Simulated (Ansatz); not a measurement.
# What MgSiS3 in R-3c, a phase reached by a soft mode distorts into

Aim: this structure of MgSiS3 in R-3c, a phase reached by a soft mode is to be tested for unstable modes, and one is followed downhill.

Calculated with Ansatz 0.2.0; DFT LDA, scalar-relativistic, plane waves, PAW; PAW set soft_1.

Most raw output is cut from this account.

The structure was built from a prototype and need not be the compound's stable phase.

### 1. Set-up

Symmetry: R-3c, No. 167, trigonal system. Conventional cell: a = 6.205 Å, b = 6.205 Å, c = 15.082 Å, α = 90.00°, β = 90.00°, γ = 120.00°. Mg has 3 S at 2.40 Å nearest. Nearest to Si lie 6 S at 2.30 Å. S has 2 Si at 2.30 Å and 1 Mg at 2.40 Å nearest. Farther neighbours and most contacts between anions are not listed.

### 2. Modes at Γ

This phase was reached earlier by freezing in an unstable mode of a structure of higher symmetry and relaxing. Its zone-centre modes can show that it is still unstable.

File input.yaml:

```yaml
crystal:
  lattice:
    - [3.1022765193, 1.7911001835, 5.0272237154]
    - [-3.1022765193, 1.7911001835, 5.0272237154]
    - [0.0, -3.582200367, 5.0272237154]
  atoms:
    - { symbol: Mg, position: [0.75, 0.75, 0.75] }
    - { symbol: Mg, position: [0.25, 0.25, 0.25] }
    - { symbol: Si, position: [0.5, 0.5, 0.5] }
    - { symbol: Si, position: [0.0, 0.0, 0.0] }
    - { symbol: S, position: [0.1376155812, 0.75, 0.3623844188] }
    - { symbol: S, position: [0.8623844188, 0.25, 0.6376155812] }
    - { symbol: S, position: [0.3623844188, 0.1376155812, 0.75] }
    - { symbol: S, position: [0.6376155812, 0.8623844188, 0.25] }
    - { symbol: S, position: [0.25, 0.6376155812, 0.8623844188] }
    - { symbol: S, position: [0.75, 0.3623844188, 0.1376155812] }
kpoints:
  mp_grid: { grid: [6, 6, 6] }
hamiltonian:
  xc: lda
  pseudopotentials: { kind: paw, azcp: { folder: soft_1 }, xc_functional: pbe }
scf:
  occupations: { method: fixed }
output:
  eigenvalues: true
phonons:
  method: dfpt
  dielectric: true
  rigid_motions: translations
```

Command:

```console
$ ansatz run input.yaml --threads 4 --pin off --max-ram 16384MiB --backend cpu --events-out ev --progress --plain --runs-dir out
```

Wall time 4.4 min (4 threads of Arm Neoverse V1, shared host); peak memory 3 GiB.

This step gave:

* gap on the k-mesh: 0.8005 eV
* volume per atom: 16.76 Å³
* sum-rule residual before enforcement: 1.65e-4 eV/Å²
* miss of the charge sum rule: 0.02549 e
* estimated error of the dielectric tensor: 0.06393
* estimated error of the Born charges: 0.02740 e
* point group: -3m
* highest optical mode at the zone centre (no LO-TO term): 416.4 cm⁻¹
* lowest optical zone-centre mode: -187.3 cm⁻¹
* mean high-frequency dielectric constant: 11.54
* largest Born charge (third of the trace): 4.492 e
* top of the zone-centre spectrum with the field: 470.8 cm⁻¹

Patterns of degenerate modes are one choice out of their space. Modes at Γ, with each element's share of the kinetic energy (negative means imaginary):

```
mode  frequency (cm⁻¹)  symmetry  Mg %  Si %  S %
   1            -187.3       A2u    69     1   30
   2            -146.3       A2g    98     0    2
   3            -106.0        Eu     6     3   90
   4            -106.0        Eu     6     3   90
   5               0.0  acoustic    16    19   65
   6               0.0  acoustic    16    19   65
   7               0.0  acoustic    16    19   65
   8             107.8        Eg    10     0   90
   9             107.8        Eg    10     0   90
  10             127.9       A2u    14    59   27
  11             172.8        Eu    18    62   19
  12             172.8        Eu    18    62   19
  13             173.8       A2g     2     0   98
  14             207.8        Eg    49     0   51
  15             207.8        Eg    49     0   51
  16             281.3        Eg     0     0  100
  17             281.3        Eg     0     0  100
  18             285.6       A1g     0     0  100
  19             316.6       A1u     0    23   77
  20             320.1       A2u     0    21   78
  21             327.6        Eu    37    32   31
  22             327.6        Eu    37    32   31
  23             373.6       A2g     0     0  100
  24             376.6       A1u     0    77   23
  25             392.8        Eu     2    61   37
  26             392.8        Eu     2    61   37
  27             395.6        Eg    40     0   60
  28             395.6        Eg    40     0   60
  29             416.4        Eu    20    23   57
  30             416.4        Eu    20    23   57
```

Displacements in mode 1 (-187.3 cm⁻¹), the largest set to 1:
```
Mg1  0.00  0.00  1.00
Mg2  0.00  0.00  1.00
Si3  0.00  0.00  0.12
Si4  0.00  0.00  0.12
S5   0.14 -0.08 -0.29
S6   0.14 -0.08 -0.29
S7   0.00  0.16 -0.29
S8   0.00  0.16 -0.29
S9  -0.14 -0.08 -0.29
S10 -0.14 -0.08 -0.29
```

Displacements in mode 30 (416.4 cm⁻¹), the largest set to 1:
```
Mg1  0.00  1.00  0.00
Mg2  0.00  1.00  0.00
Si3  0.96  0.30  0.00
Si4 -0.96  0.30  0.00
S5  -0.65 -0.71 -0.16
S6  -0.65 -0.71 -0.16
S7   0.00  0.41  0.31
S8   0.00  0.41  0.31
S9   0.65 -0.71 -0.16
S10  0.65 -0.71 -0.16
```

Before it was imposed, the acoustic sum rule was missed by 1.6e-4 eV/Å² and the charge sum rule by 0.025 e. Small misses are needed for a sound result but don't prove that mesh and cutoff are converged. The lowest optical mode is imaginary, 187.3i cm⁻¹, so the energy falls along it.

The log warns of the k mesh: “the force constants stand on the 6×6×6 k-mesh, whose period is 11.17 times the interband length at k = (0.0000, 0.0000, 0.0000), direct gap 0.800 eV, under 14: take them and everything formed from them as unconverged”.

### 3. The mode frozen in, largest atomic shift 0 Å

The mode followed lies at Γ with frequency 187.3i cm⁻¹, the softest among the wavevectors solved. At small amplitude the distorted cell has space group no. 161 by a symmetry search on the positions. The undistorted cell that holds it gives the zero of energy on the same k mesh.

input.yaml, as its differences from that of step 2:

```diff
@@ -22,8 +22,6 @@
 scf:
-  occupations: { method: fixed }
+  occupations: { method: gaussian, width: 0.02 }
 output:
+  forces: true
+  stress: true
   eigenvalues: true
-phonons:
-  method: dfpt
-  dielectric: true
-  rigid_motions: translations
```

Elapsed: 3.4 s, on 4 threads; peak memory 0.54 GiB.

This step gave:

```yaml
pressure: 0.001107 GPa
energy_from_the_undistorted_cell: 0 meV/atom
```

At this level the gap is 0.80 eV on the k-mesh of the self-consistent run, which can miss the band edges.

### 4. The mode frozen in, largest atomic shift 0.6 Å

The atoms are moved along the unstable eigenvector, the largest shift by 0.6 Å, with the cell fixed.

input.yaml, the sections that differ from step 3:

```yaml
crystal:
  lattice:
    - [3.1022765193, 1.7911001835, 5.0272237154]
    - [-3.1022765193, 1.7911001835, 5.0272237154]
    - [0.0, -3.582200367, 5.0272237154]
  atoms:
    - { symbol: Mg, position: [0.7897833897, 0.7897833897, 0.7897833897] }
    - { symbol: Mg, position: [0.2897833897, 0.2897833897, 0.2897833897] }
    - { symbol: Si, position: [0.5048086918, 0.5048086918, 0.5048086918] }
    - { symbol: Si, position: [0.0048086918, 0.0048086918, 0.0048086918] }
    - { symbol: S, position: [0.1350209631, 0.7208165788, 0.3597898007] }
    - { symbol: S, position: [0.8597898007, 0.2208165788, 0.6350209631] }
    - { symbol: S, position: [0.3597898007, 0.1350209631, 0.7208165788] }
    - { symbol: S, position: [0.6350209631, 0.8597898007, 0.2208165788] }
    - { symbol: S, position: [0.2208165788, 0.6350209631, 0.8597898007] }
    - { symbol: S, position: [0.7208165788, 0.3597898007, 0.1350209631] }
# kpoints, hamiltonian, scf, output: as in step 3
```

Wall time 5.3 s (4 threads); peak memory 0.49 GiB.

This step gave:

| Property | Result |
| --- | --- |
| pressure | 1.074 GPa |
| gap on the k-mesh | 1.347 eV |
| energy from the undistorted cell | -72.50 meV/atom |

The energy, extrapolated to zero smearing, is -72.50 meV/atom against the undistorted cell.

The run ends at a pressure of 1.07 GPa, with forces up to 0.44 eV/Å.

### 5. Energy along the mode, all amplitudes (two of the runs are shown above)

An imaginary frequency means negative curvature, so the energy should fall and then rise again as anharmonic terms take over.

Numbers from this step:

| Quantity | Value |
| --- | --- |
| depth at the lowest point sampled | 72.50 meV/atom |
| largest atomic shift at that point | 0.6 Å |

Energy from the parent against largest atomic shift:

```
largest atomic shift (Å)  energy from the parent (meV/atom)
                   0.000                                  0
                   0.040                             -0.723
                   0.080                              -2.87
                   0.140                              -8.59
                   0.220                              -20.2
                   0.320                              -38.7
                   0.450                              -62.3
                   0.600                              -72.5
```

Displacement at unit largest shift by atom:

```
atom  x (Å)  y (Å)  z (Å)  size
 Mg1   0.00   0.00   1.00  1.00
 Mg2   0.00   0.00   1.00  1.00
 Si3   0.00   0.00   0.12  0.12
 Si4   0.00   0.00   0.12  0.12
  S5   0.14  -0.08  -0.29  0.33
  S6   0.14  -0.08  -0.29  0.33
  S7   0.00   0.16  -0.29  0.33
  S8   0.00   0.16  -0.29  0.33
  S9  -0.14  -0.08  -0.29  0.33
 S10  -0.14  -0.08  -0.29  0.33
```

The lowest of the steps tried is the last one, at 0.6 Å, 72.5 meV/atom below the parent; the bottom of the well need not coincide with a step.

### 6. Relaxation from the frozen mode

Starting from the lowest point found, all atoms and the cell are let go, so that strain and other modes of the same symmetry can join in.

input.yaml, as its differences from that of step 4:

```diff
@@ -22,3 +22,3 @@
 scf:
-  occupations: { method: gaussian, width: 0.02 }
+  occupations: { method: fixed }
 output:
@@ -27 +27,6 @@
   eigenvalues: true
+relax:
+  adjacent_minimum: "off"
+  f_tol: 0.002
+  max_steps: 120
+  cell: { stress_tol: 0.03 }
```

The job ended after 57 s (4 threads; peak memory 0.54 GiB).

Relaxation path:

```csv
step,energy less that of the first step (eV),largest force component (eV/Å),pressure (GPa),volume (Å³)
1,0.0000,0.4386,1.07,167.60
2,-0.2326,0.2464,-0.08,169.85
3,-0.2649,0.2056,0.04,169.42
4,-0.2721,0.1676,0.00,169.55
5,-0.2790,0.0793,0.16,169.62
6,-0.2818,0.0336,-0.24,170.70
7,-0.2831,0.0045,-0.03,170.41
8,-0.2831,0.0026,0.00,170.35
9,-0.2831,0.0002,0.00,170.35
10*,-0.2844,0.0004,0.01,170.35
```

Relaxation steps marked * repeat the geometry before them on a plane-wave basis chosen anew for their cell, so energy and pressure can jump there.

Forces are held to the 6 operations that the run works with; a distortion that breaks them can't arise in this run.

```
conventional cell, symmetrised  before   after  change
                         a (Å)   6.205   6.080  -2.0 %
                         b (Å)   6.205   6.080  -2.0 %
                         c (Å)  15.082  15.964  +5.9 %
              volume (Å³/atom)   16.76   17.04  +1.6 %
```

The atoms that moved most (Å, as changes of fractional coordinates times the final cell):

```
atom      dx      dy      dz  length
  S6   0.031   0.065  -0.035   0.080
 S10  -0.031   0.065  -0.035   0.080
  S7   0.072  -0.005  -0.035   0.080
  S8  -0.072  -0.005  -0.035   0.080
  S9   0.041  -0.060  -0.035   0.080
  S5  -0.041  -0.060  -0.035   0.080
 Mg2   0.000   0.000   0.078   0.078
 Mg1   0.000   0.000   0.078   0.078
```

This step gave:

| Item | Value |
| --- | --- |
| pressure | 0.007548 GPa |
| gap on the k-mesh | 1.111 eV |
| volume per atom | 17.04 Å³ |

The distorted start has space group R3c; the relaxation ends in R3c.

### 7. The new phase in its own primitive cell

The relaxed structure is symmetrised, reduced to its primitive cell and relaxed tightly, as its phonons need.

File input.yaml:

```yaml
crystal:
  lattice:
    - [3.0399477188, 1.7551146338, 5.3214639675]
    - [-3.0399477188, 1.7551146338, 5.3214639675]
    - [0.0, -3.5102292676, 5.3214639675]
  atoms:
    - { symbol: Mg, position: [0.2053486484, 0.2053486484, 0.2053486484] }
    - { symbol: Mg, position: [0.7053486484, 0.7053486484, 0.7053486484] }
    - { symbol: Si, position: [0.4935594629, 0.4935594629, 0.4935594629] }
    - { symbol: Si, position: [0.9935594629, 0.9935594629, 0.9935594629] }
    - { symbol: S, position: [0.6310447017, 0.2803146321, 0.8795131308] }
    - { symbol: S, position: [0.3795131308, 0.7803146321, 0.1310447017] }
    - { symbol: S, position: [0.2803146321, 0.8795131308, 0.6310447017] }
    - { symbol: S, position: [0.7803146321, 0.1310447017, 0.3795131308] }
    - { symbol: S, position: [0.1310447017, 0.3795131308, 0.7803146321] }
    - { symbol: S, position: [0.8795131308, 0.6310447017, 0.2803146321] }
kpoints:
  mp_grid: { grid: [6, 6, 6] }
hamiltonian:
  xc: lda
  pseudopotentials: { kind: paw, azcp: { folder: soft_1 }, xc_functional: pbe }
scf:
  occupations: { method: fixed }
output:
  forces: true
  stress: true
  eigenvalues: true
relax:
  adjacent_minimum: "off"
  f_tol: 0.001
  max_steps: 60
  cell: { stress_tol: 0.01 }
```

It took 24 s on 4 threads; peak memory 0.54 GiB.

Little changed from the start: no atom moved by 0.005 Å and no cell edge by 0.1 %.

This step gave:

```
pressure           : 8.29e-4 GPa
gap on the k-mesh  : 1.109 eV
direct gap on mesh : 1.240 eV
```

The largest force component left is 0.65 meV/Å and the pressure is 0.001 GPa, within the tolerances set. The cell now holds 17.04 Å³/atom.

### 8. Modes of the new phase

A relaxed structure may still be a saddle point, so its zone-centre modes are computed. The response to a homogeneous field gives the Born charges and the dielectric tensor.

File input.yaml:

```yaml
crystal:
  lattice:
    - [3.0397433683, 1.7549966519, 5.3227047905]
    - [-3.0397433683, 1.7549966519, 5.3227047905]
    - [0.0, -3.5099933039, 5.3227047905]
  atoms:
    - { symbol: Mg, position: [0.2053388852, 0.2053388852, 0.2053388852] }
    - { symbol: Mg, position: [0.7053388852, 0.7053388852, 0.7053388852] }
    - { symbol: Si, position: [0.493563699, 0.493563699, 0.493563699] }
    - { symbol: Si, position: [0.993563699, 0.993563699, 0.993563699] }
    - { symbol: S, position: [0.631044117, 0.2803230008, 0.8795108739] }
    - { symbol: S, position: [0.3795108739, 0.7803230008, 0.131044117] }
    - { symbol: S, position: [0.2803230008, 0.8795108739, 0.631044117] }
    - { symbol: S, position: [0.7803230008, 0.131044117, 0.3795108739] }
    - { symbol: S, position: [0.131044117, 0.3795108739, 0.7803230008] }
    - { symbol: S, position: [0.8795108739, 0.631044117, 0.2803230008] }
kpoints:
  mp_grid: { grid: [6, 6, 6] }
hamiltonian:
  xc: lda
  pseudopotentials: { kind: paw, azcp: { folder: soft_1 }, xc_functional: pbe }
scf:
  occupations: { method: fixed }
output:
  eigenvalues: true
phonons:
  method: dfpt
  dielectric: true
  rigid_motions: translations
```

The job ended after 4.9 min (4 threads; peak memory 3 GiB; 19 min of CPU time).

This step gave:

- sum-rule residual before enforcement: 1.54e-4 eV/Å²
- miss of the charge sum rule: 0.01360 e
- estimated error of the dielectric tensor: 0.04467
- estimated error of the Born charges: 0.03062 e
- point group: 3m
- highest optical mode at the zone centre (no LO-TO term): 424.4 cm⁻¹
- lowest optical zone-centre mode: 158.2 cm⁻¹
- mean high-frequency dielectric constant: 9.820
- largest Born charge (third of the trace): 4.423 e
- mean static dielectric constant: 21.84
- top of the zone-centre spectrum with the field: 460.0 cm⁻¹

(Part 1 of 2 ends here.)

[Logs are printed without paths, hosts, clocks, repeated set-up lines and the standing remarks that a program may print on its own settings, such as how far it seeks lower states.]

[Hosts, paths, dates, database ids (printed as entryN), source tags and the programs' standing remarks are cut or masked in the printed files.]
